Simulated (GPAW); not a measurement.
# Mg K ELNES/XANES of NaMgF3 (Pm-3m) from DFT, part 3 of 3

What does one-electron theory with a core hole give for the Mg K edge of NaMgF3 (Pm-3m)?

GPAW 26.7.0; X-ray absorption from dipole matrix elements to empty bands, plane-wave PAW LDA.

So far. Step 5 (Spectrum with FCH, Mg atom 1): The hole costs E(hole) − E(ground) = 1304.68 eV, and the lowest empty level of the hole cell on the spectrum's mesh lies at 4.32 eV, which puts the zero at 1308.99 eV. One term is added: -12.89 eV, since the hole is spin-paired here and a spin-polarised one costs that much less in the free atom (computed apart). The photon energy is then 1296.10 eV. The tabulated edge of the element is 1303 eV.

## Step 8: Spectrum with FCH, Mg atom 1

Another set-up is tried: k mesh of the field to 1×1×1.

Input file xas.py:

```python
import numpy as np
from ase import Atoms
from ase.parallel import parprint, paropen
from gpaw import GPAW, PW, FermiDirac, Mixer, MixerDif, setup_paths
from gpaw.test import gen
setup_paths.insert(0, '.')
gen('Mg', name='fch1s', xcname='LDA', corehole=(1, 0, 1), write_xml=True)
from gpaw.mpi import world
world.barrier()

atoms = Atoms('Mg4Na4F12',
    cell=[[3.950839, 3.950839, 3.950839],
     [-3.950839, 3.950839, -3.950839],
     [-3.950839, -3.950839, 3.950839]],
    scaled_positions=[[0.5, 0, 0],
     [0.5, 0.5, 0.5],
     [0, 0, 0.5],
     [0, 0.5, 0],
     [0, 0, 0],
     [0, 0.5, 0.5],
     [0.5, 0, 0.5],
     [0.5, 0.5, 0],
     [0.5, 0.25, 0.25],
     [0.5, 0.75, 0.75],
     [0, 0.25, 0.75],
     [0, 0.75, 0.25],
     [0.25, 0.75, 0],
     [0.25, 0.25, 0.5],
     [0.75, 0.75, 0.5],
     [0.75, 0.25, 0],
     [0.25, 0, 0.75],
     [0.25, 0.5, 0.25],
     [0.75, 0, 0.25],
     [0.75, 0.5, 0.75]],
    pbc=True)
atoms.calc = calc = GPAW(legacy_gpaw=True, mode=PW(500), xc='LDA', setups={0: 'fch1s'},
    kpts={'size': (1, 1, 1), 'gamma': True}, occupations=FermiDirac(0.02),
    charge=0, mixer=Mixer(0.1, 5, 50), maxiter=150,
    convergence={'density': 0.0001}, txt='scf.txt')
energy = atoms.get_potential_energy() + calc.get_reference_energy()
ef = calc.get_fermi_level()
out = dict(energy=energy, fermi=ef, forces=atoms.get_forces().tolist())
parprint(f'all-electron energy {energy:.4f} eV, Fermi level {ef:.4f} eV')
ev = np.array([[calc.get_eigenvalues(k, s) for k in range(len(calc.get_ibz_k_points()))] for s in range(calc.get_number_of_spins())])
out['homo'], out['lumo'], out['counts'] = ev[ev < ef].max(), ev[ev > ef].min(), sorted(set((ev < ef).sum((0, 2)).tolist()))
out['filled'] = (ev[:, 0] < ef).sum(1).tolist()

from ase.units import Ha
from gpaw.xas import dipole_matrix_elements
nb = int(calc.get_number_of_electrons() / 2) + 149
top, nb = nb, nb + 8 + nb // 12
nscf = calc.fixed_density(kpts={'size': (3, 3, 3), 'gamma': True}, nbands=nb,
    convergence={'bands': top, 'eigenstates': 1e-5}, maxiter=60, txt='nscf.txt')
cell = atoms.cell.array
ops = [cell.T @ U.T @ np.linalg.inv(cell.T) for U in nscf.wfs.kd.symmetry.op_scc]
filled = [76]  # bands filled in the ground state, by spin
E = np.arange(-6, 34, 0.1)
fwhm = np.interp(E, [4, 25], [0.9, 3.5])
Y, X, zero, highest = 0, 0, 1e9, 1e9
for spin in range(nscf.get_number_of_spins()):
    wfs = nscf.wfs
    A = dipole_matrix_elements(wfs.setups[0])
    eps = np.zeros((wfs.kd.nibzkpts, nb))
    d = np.zeros((3, A.shape[1], wfs.kd.nibzkpts, nb), complex)
    for kpt in wfs.kpt_u:
        if kpt.s == spin and 0 in kpt.P_ani:
            eps[kpt.k] = kpt.eps_n * Ha
            d[:, :, kpt.k] = (kpt.weight * wfs.nspins / 2) ** 0.5 * np.inner(A, kpt.P_ani[0])
    world.sum(eps)
    world.sum(d)
    T = np.einsum('amkn,bmkn->abkn', d, d.conj()).real
    T = sum(np.einsum('ai,ijkn,bj->abkn', R, T, R) for R in ops) / len(ops)
    empty = np.ones_like(eps, bool) & (np.arange(nb) >= filled[spin])
    zero, highest = min(zero, eps[empty].min()), min(highest, eps[:, top - 1].min())
    lines = [(eps, T, empty)] if spin == 0 else lines + [(eps, T, empty)]
for eps, T, empty in lines:
    f = np.einsum('aakn->akn', T).reshape(3, -1)
    x = eps.ravel() - zero
    w = np.interp(x, E, fwhm) / 2.35482
    g = np.exp(-0.5 * ((E[:, None] - x) / w) ** 2) / (w * (2 * np.pi) ** 0.5)
    Y = Y + (f * empty.ravel()) @ g.T
    X = X + (f * ~empty.ravel()) @ g.T
out.update(E=E.round(2).tolist(), xas=Y.tolist(), xes=X.tolist(), zero=zero, valid=highest - zero, nk=len(eps), nb=nb)
for i in range(0, len(E), 10):
    parprint(f'{E[i]:7.2f}', *(f'{v:10.3e}' for v in Y[:, i]))
import json
with paropen('out.json', 'w') as f:
    json.dump(out, f)
```

Started as:

```sh
$ OMP_NUM_THREADS=1 mpirun -n 4 gpaw python xas.py
```

Numbers of over 12 decimals in the logs are rounded to 6 here.

What it wrote:

```text
Input parameters:
  convergence: {density: 0.0001}
  kpts: {gamma: True,
         size: (1, 1, 1)}
  maxiter: 150
  mixer: {backend: pulay,
          beta: 0.1,
          method: separate,
          nmaxold: 5,
          weight: 50}
  mode: {ecut: 500.0,
         name: pw}
  occupations: {fixmagmom: False,
                name: fermi-dirac,
                width: 0.02}
  setups: {0: fch1s}

Initialize ...

[...]
2s:      -4.035788    -4.036322
2p:      -2.903993    -2.904657
*d:                   -0.118527
*f:                   -0.020612
-------------------------------
all-electron energy -70490.6268 eV, Fermi level 0.4603 eV
  -6.00  3.947e-77  3.947e-77  3.947e-77
  -5.00  2.714e-58  2.714e-58  2.714e-58
  -4.00  1.985e-42  1.985e-42  1.985e-42
  -3.00  1.545e-29  1.545e-29  1.545e-29
[...]
32.00  5.567e-06  5.567e-06  5.567e-06
  33.00  4.412e-06  4.412e-06  4.412e-06
[key lines of the parts left out:]
Converged after 13 iterations.
Dipole moment: (0.000000, 0.000000, 0.000000) |e|*Ang
Free energy:   -115.161042
Fermi level: 0.46027
```

Wall time 1.7 min (4 MPI ranks of Arm Neoverse V1, shared host); peak memory 0.36 GiB; 6.8 min of CPU time.

The run finished. A setting was moved off its sound value on purpose, so it serves as a test and not as the result.

The fault put into the input: the field is made at the zone centre alone.

This run also has another mesh (3×3×3 against 4×4×4), so the 8 % r.m.s. difference can't be laid on the changed setting alone. The highest intensity below 16 eV goes from 8.5 eV (3.18) to 8.6 eV (2.97).

| E (eV) | first run | this run |
| --- | --- | --- |
| -2.0 | 0.00 | 0.00 |
| -0.5 | 0.00 | 0.00 |
| 1.0 | 0.01 | 0.01 |
| 2.5 | 0.21 | 0.25 |
| 4.0 | 0.67 | 0.77 |
| 5.5 | 2.14 | 2.23 |
| 7.0 | 1.69 | 1.59 |
| 8.5 | 3.18 | 2.96 |
| 10.0 | 1.10 | 1.11 |
| 11.5 | 0.54 | 0.54 |
| 13.0 | 0.88 | 0.88 |
| 14.5 | 1.05 | 1.07 |
| 16.0 | 1.03 | 1.01 |
| 17.5 | 0.58 | 0.61 |
| 19.0 | 0.28 | 0.27 |
| 20.5 | 0.18 | 0.18 |
| 22.0 | 0.20 | 0.20 |
| 23.5 | 0.27 | 0.28 |
| 25.0 | 0.42 | 0.42 |
| 26.5 | 0.63 | 0.61 |
| 28.0 | 0.74 | 0.76 |
| 29.5 | 0.72 | 0.74 |
| 31.0 | 0.64 | 0.62 |

## Step 9: What the core hole does

Both curves are counted from their own zero, so only the shift of weight within the empty states shows.

| E (eV) | no hole | FCH |
| --- | --- | --- |
| -2.0 | 0.00 | 0.00 |
| -1.0 | 0.00 | 0.00 |
| 0.0 | 0.00 | 0.00 |
| 1.0 | 0.01 | 0.01 |
| 2.0 | 0.04 | 0.08 |
| 3.0 | 0.07 | 0.33 |
| 4.0 | 0.10 | 0.67 |
| 5.0 | 0.24 | 1.42 |
| 6.0 | 0.42 | 2.39 |
| 7.0 | 0.40 | 1.69 |
| 8.0 | 0.53 | 2.72 |
| 9.0 | 0.82 | 2.71 |
| 10.0 | 1.81 | 1.10 |
| 11.0 | 2.24 | 0.58 |
| 12.0 | 1.47 | 0.62 |
| 13.0 | 1.21 | 0.88 |
| 14.0 | 1.21 | 0.99 |
| 15.0 | 1.41 | 1.11 |
| 16.0 | 1.91 | 1.03 |
| 17.0 | 2.26 | 0.73 |
| 18.0 | 2.03 | 0.46 |
| 19.0 | 1.36 | 0.28 |
| 20.0 | 0.73 | 0.19 |
| 21.0 | 0.42 | 0.18 |
| 22.0 | 0.31 | 0.20 |
| 23.0 | 0.30 | 0.24 |
| 24.0 | 0.32 | 0.31 |
| 25.0 | 0.38 | 0.42 |
| 26.0 | 0.49 | 0.57 |
| 27.0 | 0.63 | 0.68 |
| 28.0 | 0.76 | 0.74 |
| 29.0 | 0.86 | 0.73 |
| 30.0 | 0.93 | 0.70 |
| 31.0 | 1.00 | 0.64 |
| 32.0 | 1.04 | 0.55 |

With each curve scaled to its own mean, the area from −2 to 6 eV with the hole is 3.7 against 0.7, and the centre of weight from −1 to 20 eV moves by -3.9 eV: the hole pulls the absorber's empty states down.

## Step 10: Summary of results

- absorber and edge: Mg K, atom 1 of the ground-state input (counted from 1)
- surroundings: 6 F at 1.98 Å (octahedral, site symmetry m-3m)
- highest intensity below 16 eV: 8.5 eV above the zero, height 3.18
- photon energy of the zero, with the added terms: 1296.1 eV (raw 1309.0 eV; LDA puts this hole about 6 eV below PBE, itself good to a few eV)

In words: The Mg K edge of atom 1, with 6 F at 1.98 Å (octahedral, site symmetry m-3m), has its highest intensity of the first 16 eV at 8.5 eV above the zero, near 1305 eV in photon energy (LDA puts this hole about 6 eV below PBE, itself good to a few eV), 3.2 times the mean level of the first 20 eV (Gaussian full width 0.9 eV up to 4 eV, rising linearly to 3.5 eV at 25 eV). With each curve scaled to its own mean, the area from −2 to 6 eV with the hole is 3.7 against 0.7, and the centre of weight from −1 to 20 eV moves by -3.9 eV: the hole pulls the absorber's empty states down. Changing the core hole from full to half alters the shape by 59 % r.m.s., so the choice matters here. The mesh is coarse (0.28 Å⁻¹ between points), so small maxima may be mesh ripples. Lifetime broadening is put in by hand, and intensities beyond about 20 eV depend on it and on the partial waves; weight that the partial waves miss at high energy is lost. The structure is a computed Materials Project entry and may be a hypothetical form.

[Banner, clock and machine lines of the logs are left out without a mark of their own.]

[Logs are printed without paths, hosts, clocks, repeated set-up lines and the standing remarks that a program may print on its own settings, such as how far it seeks lower states.]

[Hosts, paths, dates, database ids (printed as entryN), source tags and the programs' standing remarks are cut or masked in the printed files.]

[Lists of maxima count a maximum above −3 eV only where it reaches 4 % of the highest in the window and stands out from its surroundings by 2 % of it (1.5 % where it reaches 55 %); shoulders and weaker maxima are passed over, and of the rest the first, up to two pre-edge ones and the few strongest are named.]
